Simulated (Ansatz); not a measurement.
# Nb2NF2 monolayer: following an unstable mode, part 2 of 3

Which phase does Nb2NF2 monolayer fall into along its unstable mode, and how much energy does it gain?

Ansatz 0.2.0; DFT PBE, scalar-relativistic, plane waves, PAW.

So far, highest frequency on the path or at a solved wavevector (cm⁻¹): step 2 (response at finite wavevector) 643. Also lowest frequency on the path (cm⁻¹): step 2 -163.

**5. Energy along the mode, all amplitudes (two of the runs are shown above)**

An imaginary frequency means negative curvature, so the energy should fall and then rise again as anharmonic terms take over.

This step gave:

```yaml
depth_at_the_lowest_point_sampled: 4.933 meV/atom
largest_atomic_shift_at_that_point: 0.22 Å
```

Table of energy from the parent by largest atomic shift:

| largest atomic shift (Å) | energy from the parent (meV/atom) |
| --- | --- |
| 0.000 | 0 |
| 0.040 | -0.25 |
| 0.080 | -0.967 |
| 0.140 | -2.67 |
| 0.220 | -4.93 |
| 0.320 | -4.13 |
| 0.450 | 10.8 |

Displacement at unit largest shift by atom:

| atom | x (Å) | y (Å) | z (Å) | size |
| --- | --- | --- | --- | --- |
| N1 | 0.00 | 0.00 | 1.00 | 1.00 |
| N2 | 0.00 | 0.00 | 0.00 | 0.00 |
| N3 | 0.00 | 0.00 | -1.00 | 1.00 |
| Nb4 | 0.15 | 0.27 | 0.00 | 0.31 |
| Nb5 | -0.31 | 0.00 | 0.00 | 0.31 |
| Nb6 | 0.15 | -0.27 | 0.00 | 0.31 |
| Nb7 | -0.15 | -0.27 | 0.00 | 0.31 |
| Nb8 | -0.15 | 0.27 | 0.00 | 0.31 |
| Nb9 | 0.31 | 0.00 | 0.00 | 0.31 |
| F10 | -0.09 | -0.15 | 0.00 | 0.17 |
| F11 | -0.09 | 0.15 | 0.00 | 0.17 |
| F12 | 0.17 | 0.00 | 0.00 | 0.17 |
| F13 | 0.09 | 0.15 | 0.00 | 0.17 |
| F14 | -0.17 | 0.00 | 0.00 | 0.17 |
| F15 | 0.09 | -0.15 | 0.00 | 0.17 |

The lowest of the steps tried is at 0.22 Å, 4.93 meV/atom below the parent; the bottom of the well need not coincide with a step.

**6. Relaxation from the frozen mode**

Starting from the lowest point found, all atoms and the cell are let go, so that strain and other modes of the same symmetry can join in.

File input.yaml:

```yaml
crystal:
  lattice:
    - [-4.9103550853, -2.8349948303, 0.0]
    - [-4.9103550853, 2.8349948304, 0.0]
    - [0.0, 0.0, -33.2]
  atoms:
    - { symbol: "N", position: [0.6666666667, 0.6666672956, 0.6921686747] }
    - { symbol: "N", position: [0.3333333333, 0.3333333333, 0.6987951225] }
    - { symbol: "N", position: [1.0, -6.29e-07, 0.7054215045] }
    - { symbol: Nb, position: [0.3194498301, 0.0069416602, 0.6681710367] }
    - { symbol: Nb, position: [0.0069414084, 0.6736079973, 0.6681710342] }
    - { symbol: Nb, position: [0.6736082579, 0.3194505943, 0.6681710393] }
    - { symbol: Nb, position: [0.3472168365, 0.6597248237, 0.7294193247] }
    - { symbol: Nb, position: [-0.0069414084, 0.3472160723, 0.7294193221] }
    - { symbol: Nb, position: [0.6597250755, -0.0069411478, 0.7294193272] }
    - { symbol: F, position: [0.3410720878, 0.6627972385, 0.6284953346] }
    - { symbol: F, position: [-0.0038691859, 0.3410725362, 0.6284952156] }
    - { symbol: F, position: [0.6627973788, -0.003869915, 0.6284954536] }
    - { symbol: F, position: [0.3255945788, 0.0038693263, 0.7690950268] }
    - { symbol: F, position: [0.0038691859, 0.6705366836, 0.7690949078] }
    - { symbol: F, position: [0.6705359545, 0.3255941305, 0.7690951458] }
  periodic: [true, true, false]
kpoints:
  mp_grid: { grid: [9, 9, 1] }
hamiltonian:
  xc: pbe
scf:
  occupations: { method: methfessel_paxton, width: 0.15 }
output:
  forces: true
  stress: true
  eigenvalues: true
  write_density: true
  write_potential: true
  elf: true
  volumetric_format: npy
relax:
  adjacent_minimum: "off"
  f_tol: 0.002
  max_steps: 120
  cell: { stress_2d_tol: 0.005 }
```

Started as:

```console
$ ansatz run input.yaml --threads 8 --pin off --max-ram 14336MiB --backend cpu --events-out ev --progress --plain --runs-dir out
```

Numbers of over 12 decimals in the logs are rounded to 6 here.

The log of the run:

```text
[...]
Crystal: 15 atoms, lattice volume = 924.343 Å³
Basis set: ecut = 420 eV, 18147 PW (Γ), exchange–correlation on 80×80×450 points (8 copies of the dense FFT grid, shifted against one another)
Bands: 83, of which v1, the nominal top of the filled ones, is band 68 counted from 1 (67 counted from 0)
Symmetry: 6 space group operations
[...]
k-points: 15 of 81
[...]
SCF iter   1: F=—  HF=-33325.640620 eV  |F-HF|=—  |Δ(HF+E_count)|=         —  Δρ=4.73e-3  dr2=1.22e-1  ethr=1.77e-3  ⟨swp⟩=11.3  Hψ=7680  notcnv=0
[...]
SCF iter   9: F=-33325.635024 eV  HF=-33325.635024 eV  |F-HF|=2.42e-9  |Δ(HF+E_count)|=   5.69e-8  S|Δr|=    0.00e0  Δρ=1.33e-7  dr2=1.24e-10  ethr=1.92e-12  ⟨swp⟩=11.9  Hψ=10938  notcnv=0
SCF 1 converged in 9 iterations: F = -33325.635024 eV  dr2 = 1.24e-10
[...]
relax step   1: F+E_penalty+E_count = -33325.63502382 eV  Δ(F+E_penalty+E_count) = +0.000e0 eV  max|allowed force component| = 3.551e-1 eV/Å  Δτ_max = 0.0000 Å  P = -1.144 N/m  Ω = 924.343 Å³  fix = [c, alpha, beta]  reactions: c -0.000 N/m  (9 SCF iters, dr2 threshold 1.00e-7 eV, accepted)
Crystal: 15 atoms, lattice volume = 899.828 Å³
Basis set: ecut = 420 eV, 17631 PW (Γ), exchange–correlation on 80×80×450 points (8 copies of the dense FFT grid, shifted against one another)
[...]
iter 1 solved again at ethr=8.40e-5 eV; its pass at ethr=3.10e-3 eV (dr2=1.13e-1 eV) is discarded
[...]
SCF iter   6: F=-33325.680322 eV  HF=-33325.680321 eV  |F-HF|=5.54e-7  |Δ(HF+E_count)|=   3.24e-6  S|Δr|=    0.00e0  Δρ=6.57e-6  dr2=3.23e-7  ethr=1.11e-9  ⟨swp⟩=31.5  Hψ=17273  notcnv=0
SCF 2 converged in 6 iterations: F = -33325.680322 eV  dr2 = 3.23e-7
[...]
relax step   2: F+E_penalty+E_count = -33325.68032161 eV  Δ(F+E_penalty+E_count) = -4.530e-2 eV  max|allowed force component| = 6.740e-1 eV/Å  Δτ_max = 0.0707 Å  P = +0.098 N/m  Ω = 899.828 Å³  energy of the carried Pulay correction = +1.661e-2 eV  fix = [c, alpha, beta]  reactions: c +0.000 N/m  (6 SCF iters, dr2 threshold 1.50e-6 eV, accepted)
Crystal: 15 atoms, lattice volume = 906.734 Å³
Basis set: ecut = 420 eV, 17751 PW (Γ), exchange–correlation on 80×80×450 points (8 copies of the dense FFT grid, shifted against one another)
[...]
SCF iter   5: F=-33325.739565 eV  HF=-33325.739564 eV  |F-HF|=3.71e-7  |Δ(HF+E_count)|=   1.65e-6  S|Δr|=    0.00e0  Δρ=1.57e-5  dr2=1.29e-6  ethr=1.11e-9  ⟨swp⟩=27.2  Hψ=18357  notcnv=0
SCF 3 converged in 5 iterations: F = -33325.739565 eV  dr2 = 1.29e-6
relax step   3: F+E_penalty+E_count = -33325.73956454 eV  Δ(F+E_penalty+E_count) = -5.924e-2 eV  max|allowed force component| = 4.815e-1 eV/Å  Δτ_max = 0.0315 Å  P = -0.219 N/m  Ω = 906.734 Å³  energy of the carried Pulay correction = +1.189e-2 eV  fix = [c, alpha, beta]  reactions: c -0.000 N/m  (5 SCF iters, dr2 threshold 1.50e-6 eV, accepted)
[... from here on, the SCF cycles and remarks between the steps are left out ...]
relax step   4: F+E_penalty+E_count = -33325.77856571 eV  Δ(F+E_penalty+E_count) = -3.900e-2 eV  max|allowed force component| = 3.685e-1 eV/Å  Δτ_max = 0.0735 Å  P = +0.149 N/m  Ω = 897.512 Å³  energy of the carried Pulay correction = +1.820e-2 eV  fix = [c, alpha, beta]  reactions: c +0.000 N/m  (6 SCF iters, dr2 threshold 1.50e-6 eV, accepted)
relax step   5: F+E_penalty+E_count = -33325.79954050 eV  Δ(F+E_penalty+E_count) = -2.097e-2 eV  max|allowed force component| = 8.608e-2 eV/Å  Δτ_max = 0.0255 Å  P = +0.499 N/m  Ω = 897.382 Å³  energy of the carried Pulay correction = +1.829e-2 eV  fix = [c, alpha, beta]  reactions: c +0.000 N/m  (6 SCF iters, dr2 threshold 1.50e-6 eV, accepted)
relax step   6: F+E_penalty+E_count = -33325.78683214 eV  Δ(F+E_penalty+E_count) = +1.271e-2 eV  max|allowed force component| = 1.377e-1 eV/Å  Δτ_max = 0.0221 Å  P = -1.227 N/m  Ω = 902.760 Å³  energy of the carried Pulay correction = +1.460e-2 eV  fix = [c, alpha, beta]  (6 SCF iters, dr2 threshold 4.63e-7 eV, rejected (line search))
relax step   7: F+E_penalty+E_count = -33325.80253763 eV  Δ(F+E_penalty+E_count) = -2.997e-3 eV  max|allowed force component| = 1.493e-2 eV/Å  Δτ_max = 0.0085 Å  P = -0.049 N/m  Ω = 898.750 Å³  energy of the carried Pulay correction = +1.735e-2 eV  fix = [c, alpha, beta]  reactions: c -0.000 N/m  (11 SCF iters, accepted)
relax step   8: F+E_penalty+E_count = -33325.80279885 eV  Δ(F+E_penalty+E_count) = -2.612e-4 eV  max|allowed force component| = 1.769e-2 eV/Å  Δτ_max = 0.0046 Å  P = -0.052 N/m  Ω = 898.738 Å³  energy of the carried Pulay correction = +1.736e-2 eV  fix = [c, alpha, beta]  reactions: c -0.000 N/m  (5 SCF iters, dr2 threshold 1.39e-8 eV, accepted)
relax step   9: F+E_penalty+E_count = -33325.80318921 eV  Δ(F+E_penalty+E_count) = -3.904e-4 eV  max|allowed force component| = 7.559e-3 eV/Å  Δτ_max = 0.0022 Å  P = +0.015 N/m  Ω = 898.290 Å³  energy of the carried Pulay correction = +1.767e-2 eV  fix = [c, alpha, beta]  reactions: c +0.000 N/m  (5 SCF iters, dr2 threshold 1.96e-8 eV, accepted)
relax step  10: F+E_penalty+E_count = -33325.80316195 eV  Δ(F+E_penalty+E_count) = +2.726e-5 eV  max|allowed force component| = 2.091e-3 eV/Å  Δτ_max = 0.0003 Å  P = +0.003 N/m  Ω = 898.342 Å³  energy of the carried Pulay correction = +1.763e-2 eV  fix = [c, alpha, beta]  reactions: c +0.000 N/m  (4 SCF iters, dr2 threshold 3.57e-9 eV, accepted)
relax step  11: F+E_penalty+E_count = -33325.80317919 eV  Δ(F+E_penalty+E_count) = -1.724e-5 eV  max|allowed force component| = 1.227e-3 eV/Å  Δτ_max = 0.0005 Å  P = +0.000 N/m  Ω = 898.317 Å³  energy of the carried Pulay correction = +1.765e-2 eV  fix = [c, alpha, beta]  reactions: c +0.000 N/m  (5 SCF iters, dr2 threshold 2.73e-10 eV, accepted)
relax step  12: F+E_penalty+E_count = -33325.78859673 eV  Δ(F+E_penalty+E_count) = +1.458e-2 eV  max|allowed force component| = 1.622e-3 eV/Å  Δτ_max = 0.0000 Å  P = -0.128 N/m  Ω = 898.317 Å³  fix = [c, alpha, beta]  reactions: c -0.000 N/m  stress off target by 1.28e-1 N/m on what of the cell is left free  SCF on the basis re-selected at this cell (its energy is not comparable with the rows above)  (8 SCF iters)
relax step  13: F+E_penalty+E_count = -33325.78951886 eV  Δ(F+E_penalty+E_count) = -9.221e-4 eV  max|allowed force component| = 2.258e-3 eV/Å  Δτ_max = 0.0017 Å  P = +0.029 N/m  Ω = 897.127 Å³  energy of the carried Pulay correction = +8.213e-4 eV  fix = [c, alpha, beta]  reactions: c +0.000 N/m  (5 SCF iters, dr2 threshold 1.92e-8 eV, accepted)
relax step  14: F+E_penalty+E_count = -33325.78937328 eV  Δ(F+E_penalty+E_count) = +1.456e-4 eV  max|allowed force component| = 4.393e-4 eV/Å  Δτ_max = 0.0006 Å  P = +0.002 N/m  Ω = 897.354 Å³  energy of the carried Pulay correction = +6.654e-4 eV  fix = [c, alpha, beta]  reactions: c +0.000 N/m  (5 SCF iters, dr2 threshold 9.95e-10 eV, accepted)
[...]
SCF iter   1: F=—  HF=-33325.788743 eV  |F-HF|=—  |Δ(HF+E_count)|=         —  Δρ=6.28e-6  dr2=9.55e-8  ethr=3.64e-7  ⟨swp⟩=7.3  Hψ=13974  notcnv=0
eigensolver tolerance schedule: the retry pair's looser diagonalisation over-reported the residual by 5152.09 of it (diagonalisation noise at 1.54 of the residual, at the tolerance the schedule requests for it); recorded, not acted on — ethr = c·dr2/N_el stays at c = 1.0e-1
[...]
SCF iter   2: F=—  HF=-33325.788779 eV  |F-HF|=—  |Δ(HF+E_count)|=   3.63e-5  S|Δr|=    0.00e0  Δρ=7.82e-6  dr2=3.06e-7  ethr=7.07e-11  ⟨swp⟩=6.7  Hψ=5699  notcnv=0
[...]
SCF iter   7: F=-33325.788779 eV  HF=-33325.788779 eV  |F-HF|=4.73e-10  |Δ(HF+E_count)|=  1.75e-10  S|Δr|=    0.00e0  Δρ=1.11e-8  dr2=6.21e-13  ethr=1.00e-12  ⟨swp⟩=12.7  Hψ=9391  notcnv=0
SCF 15 converged in 7 iterations: F = -33325.788779 eV  dr2 = 6.21e-13
relax step  15: F+E_penalty+E_count = -33325.78877931 eV  Δ(F+E_penalty+E_count) = +5.940e-4 eV  max|allowed force component| = 4.441e-4 eV/Å  Δτ_max = 0.0000 Å  P = -0.002 N/m  Ω = 897.354 Å³  fix = [c, alpha, beta]  reactions: c -0.000 N/m  stress off target by 1.55e-3 N/m on what of the cell is left free  SCF on the basis re-selected at this cell (its energy is not comparable with the rows above)  (7 SCF iters)
[...]
WARN: The output density's exchange-correlation potential varies sharply where the density is thin. Do not read a vacuum level from v_tot or v_xc, or from such a field of the output density. On a cell that repeats whose density bears no net charge and no dipole along the vacuum's axis use v_es (v_loc + v_h of the components); under efield.dipole_correction with no amplitude use v_es + v_field, which holds any externa [...]
SCF converged after 7 iterations
[...]
Free energy (F): -33325.788779 eV
[...]
Internal energy: -33325.791394 eV  (E = F + TS)
E sigma→0 (E₀):  -33325.789433 eV
Entropy (-TS):   0.002614 eV (0.174 meV/atom)
Fermi energy:    -4.046891 eV
[...]
--- Forces (eV/Å), atoms counted from 1 ---
  atom   1  N      0.00000000    -0.00000000    -0.00032001
  atom   2  N     -0.00000000     0.00000000     0.00000000
  atom   3  N     -0.00000000     0.00000000     0.00032001
  atom   4  Nb     0.00010583     0.00044407     0.00004757
  atom   5  Nb    -0.00043750    -0.00013038     0.00004757
  atom   6  Nb     0.00033166    -0.00031369     0.00004757
  atom   7  Nb    -0.00010583    -0.00044407    -0.00004757
  atom   8  Nb    -0.00033166     0.00031369    -0.00004757
  atom   9  Nb     0.00043750     0.00013038    -0.00004757
  atom  10  F      0.00039100     0.00012939     0.00001113
  atom  11  F     -0.00008344    -0.00040331     0.00001113
  atom  12  F     -0.00030756     0.00027392     0.00001113
  atom  13  F     -0.00039100    -0.00012939    -0.00001113
  atom  14  F      0.00030756    -0.00027392    -0.00001113
  atom  15  F      0.00008344     0.00040331    -0.00001113
  max |Σ_I F_I| component: 2.06e-18 eV/Å
--- 2D stress c σ (N/m, compression-positive) ---
       -0.001553      -0.000000      -0.000000
        0.000000      -0.001553       0.000000
       -0.000000       0.000000      -0.000000
  P = ½ c Tr σ = -0.0016 N/m
--- Band table (eV; the first three rows and the last of 15) ---
  k-point 0: bands = [... 64 lower, -5.6028, -5.4165, -5.4165, -5.3953, -4.5815, -3.8736, -3.0107, -2.9360, ... 11 higher]
  k-point 1: bands = [... 64 lower, -5.8388, -5.2112, -5.0392, -4.8385, -4.5304, -3.7076, -3.0438, -2.9826, ... 11 higher]
  k-point 2: bands = [... 64 lower, -5.8127, -4.9211, -4.6118, -4.5609, -4.0034, -3.4848, -3.0280, -3.0019, ... 11 higher]
  k-point 14: bands = [... 64 lower, -4.9559, -4.8280, -4.2972, -4.2972, -4.0755, -2.9724, -2.9724, -2.9496, ... 11 higher]
  ° read free of the cell's end (the report's vacuum.weakly_bound_levels)
--- Relaxed structure (13 steps of the walk, 12 accepted, 2 SCFs on fresh bases) ---
  F+E_penalty+E_count = -33325.78877931 eV   max|allowed force component| = 4.441e-4 eV/Å   (the final SCF, on the basis selected at the relaxed cell)
  cell:  # Å, volume = 897.3536 Å³
    - [-4.838136, -2.793299, 0]
    - [-4.838136, 2.793299, 0]
    - [0, 0, -33.2]
  atoms:
    - { symbol: N, position: [0.666667, 0.666667, 0.688169] }
    - { symbol: N, position: [0.333333, 0.333333, 0.698795] }
    - { symbol: N, position: [1.0, 0, 0.709421] }
    - { symbol: Nb, position: [0.306392, 0.010687, 0.667112] }
    - { symbol: Nb, position: [0.010687, 0.682921, 0.667112] }
    - { symbol: Nb, position: [0.682921, 0.306392, 0.667112] }
    - { symbol: Nb, position: [0.360275, 0.655980, 0.730478] }
    - { symbol: Nb, position: [-0.016255, 0.360275, 0.730478] }
    - { symbol: Nb, position: [0.655980, -0.016255, 0.730478] }
    - { symbol: F, position: [0.347187, 0.650470, 0.627056] }
    - { symbol: F, position: [0.002343, 0.347187, 0.627056] }
    - { symbol: F, position: [0.650470, 0.002343, 0.627056] }
    - { symbol: F, position: [0.319479, 0.016197, 0.770534] }
    - { symbol: F, position: [0.016197, 0.664324, 0.770534] }
    - { symbol: F, position: [0.664324, 0.319479, 0.770534] }
```

Run time: 3.6 min. Hardware: 8 threads of Arm Neoverse V1, shared host; peak memory 3.6 GiB; 28 min of CPU time.

Relaxation path:

| step | energy less that of the first step (eV) | largest force component (eV/Å) | volume (Å³) |
| --- | --- | --- | --- |
| 1 | 0.0000 | 0.3551 | 924.34 |
| 2 | -0.0453 | 0.6740 | 899.83 |
| 3 | -0.1045 | 0.4815 | 906.73 |
| 4 | -0.1435 | 0.3685 | 897.51 |
| 5 | -0.1645 | 0.0861 | 897.38 |
| 6 | -0.1518 | 0.1377 | 902.76 |
| 7 | -0.1675 | 0.0149 | 898.75 |
| 8 | -0.1678 | 0.0177 | 898.74 |
| 9 | -0.1682 | 0.0076 | 898.29 |
| 10 | -0.1681 | 0.0021 | 898.34 |
| 11 | -0.1682 | 0.0012 | 898.32 |
| 12* | -0.1536 | 0.0016 | 898.32 |
| 13 | -0.1545 | 0.0023 | 897.13 |
| 14 | -0.1543 | 0.0004 | 897.35 |
| 15* | -0.1538 | 0.0004 | 897.35 |

Relaxation steps marked * repeat the geometry before them on a plane-wave basis chosen anew for their cell, so energy and pressure can jump there. Relaxation step 6 was tried and not accepted.

Forces are held to the 6 operations that the run works with; a distortion that breaks them can't arise in this run.

| cell as run | before | after | change |
| --- | --- | --- | --- |
| a (Å) | 5.670 | 5.587 | -1.5 % |
| b (Å) | 5.670 | 5.587 | -1.5 % |

The atoms that moved most (Å, along periodic axes as changes of fractional coordinates times the final cell, across vacuum about the mean position):

| atom | dx | dy | dz | length |
| --- | --- | --- | --- | --- |
| N3 | 0.000 | 0.000 | -0.133 | 0.133 |
| N1 | 0.000 | 0.000 | 0.133 | 0.133 |
| F12 | 0.030 | 0.052 | 0.048 | 0.076 |
| F14 | -0.030 | -0.052 | -0.048 | 0.076 |
| F10 | 0.030 | -0.052 | 0.048 | 0.076 |
| F13 | -0.030 | 0.052 | -0.048 | 0.076 |
| F11 | -0.060 | 0.000 | 0.048 | 0.076 |
| F15 | 0.060 | 0.000 | -0.048 | 0.076 |

Final coordinates:

```
N Nb F
1.0
    -4.83814   -2.79330    0.00000
    -4.83814    2.79330    0.00000
     0.00000    0.00000  -33.20000
N Nb F
3 6 6
Direct
  0.66667 0.66667 0.68817
  0.33333 0.33333 0.69880
  0.00000 0.00000 0.70942
  0.30639 0.01069 0.66711
  0.01069 0.68292 0.66711
  0.68292 0.30639 0.66711
  0.36027 0.65598 0.73048
  0.98375 0.36027 0.73048
  0.65598 0.98375 0.73048
  0.34719 0.65047 0.62706
  0.00234 0.34719 0.62706
  0.65047 0.00234 0.62706
  0.31948 0.01620 0.77053
  0.01620 0.66432 0.77053
  0.66432 0.31948 0.77053
```

Numbers from this step:

* area per atom: 1.802 Å²

Electrostatic potential energy in the ac plane at fractional y = 0.002, with atoms of N and Nb and F within 0.2 Å of it. With pseudopotentials it is smooth inside the atoms' cores, unlike the true potential.

Ten even steps from '_' (-43 eV) to '@' (0 eV), each cell a mean:
```
@@@@@@@@@@@@@@@@@@@@@@@@@@@@@@
@@@@@@@@@@@@@@@@@@@@@@@@@@@@@@
@@@@@@@@@@@@@@@@@@@@@@@@@@@@@@
@@@@@@@@@@@@@@@@@@@@@@@@@@@@@@
@@@@@@@@@@@@@@@@@@@@@@@@@@@@@@
@@@@@@**....==%%##****##%%@@@@
--++%%%%%%%%%%++________++**==
++**++::....--**######%%%%##++
@@%%**==----==##**----**%%%%@@
@@@@@@@@@@@@@@@@%%****%%@@@@@@
@@@@@@@@@@@@@@@@@@@@@@@@@@@@@@
@@@@@@@@@@@@@@@@@@@@@@@@@@@@@@
@@@@@@@@@@@@@@@@@@@@@@@@@@@@@@
@@@@@@@@@@@@@@@@@@@@@@@@@@@@@@
@@@@@@@@@@@@@@@@@@@@@@@@@@@@@@
@@@@@@@@@@@@@@@@@@@@@@@@@@@@@@
@@@@@@@@@@@@@@@@@@@@@@@@@@@@@@
@@@@@@@@@@@@@@@@@@@@@@@@@@@@@@
@@@@@@@@@@@@@@@@@@@@@@@@@@@@@@
@@@@@@@@@@@@@@@@@@@@@@@@@@@@@@
@@@@@@@@@@@@@@@@@@@@@@@@@@@@@@
@@@@@@@@@@@@@@@@@@@@@@@@@@@@@@
@@@@@@@@@@@@@@@@@@@@@@@@@@@@@@
@@@@@@@@@@@@@@@@@@@@@@@@@@@@@@
```
Columns run along a (5.6 Å; values clipped at the 3rd and 97th percentile), rows up along c (33.2 Å). Atoms in or near the plane, at fractional coordinates: N at (0.00, 0.71), Nb at (0.31, 0.67), Nb at (0.66, 0.73), F at (0.65, 0.63), F at (0.32, 0.77).

[end of part 2 of 3]

[Logs are printed without paths, hosts, clocks, repeated set-up lines and the standing remarks that a program may print on its own settings, such as how far it seeks lower states.]

[Hosts, paths, dates, database ids (printed as entryN), source tags and the programs' standing remarks are cut or masked in the printed files.]
